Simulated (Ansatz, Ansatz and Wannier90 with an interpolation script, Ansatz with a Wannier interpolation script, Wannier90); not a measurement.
An input for Ansatz 0.2.0 (AlN (Imm2)):

```yaml
crystal:
  lattice:
    - [-1.5597598266, -2.2058334939, 1.5376021049]
    - [1.5597598266, -2.2058334939, 1.5376021049]
    - [0.0, 3.5e-09, 3.0752042049]
  atoms:
    - { symbol: Al, position: [-0.0008899701, -0.0008899701, 0.0008899701] }
    - { symbol: "N", position: [0.2508899701, 0.2508899701, 0.2491100299] }
kpoints:
  mp_grid: { grid: [8, 8, 8] }
hamiltonian:
  xc: lda
scf:
  occupations: { method: fixed }
gw:
  n_empty_bands: 88
  ecut_chi: 150.0
  qp_bands: [v3, c1]
  screening: { model: contour_deformation }
```

```sh
ansatz run input.yaml --threads 14 --pin off --max-ram 73728MiB --backend cpu --events-out ev --progress --plain --runs-dir out
```

**Question.** Estimate wall time and host memory on 14 threads of Arm Neoverse V2, shared host.

It took 3.5 min; on shared hardware allow 1.7 min to 7 min. Peak host memory was 0.62 GiB. The sizes that set the cost: 411 plane waves a state, 95 irreducible k points, 92 bands summed, 85 plane waves in the screening and 6 SCF cycles.

The screening grows as filled bands × empty bands × pairs of k points, times the square of the screening basis for the matrix.

[Paths, hosts, dates, memory and timing lines, banners, echoed tables and standing remarks are left out of the program output.]

[Logs are printed without paths, hosts, clocks, repeated set-up lines and the standing remarks that a program may print on its own settings, such as how far it seeks lower states.]

[Runs of the session that timed out or met a known fault of the program may be left out.]

[Hosts, paths, dates, database ids (printed as entryN), source tags and the programs' standing remarks are cut or masked in the printed files.]
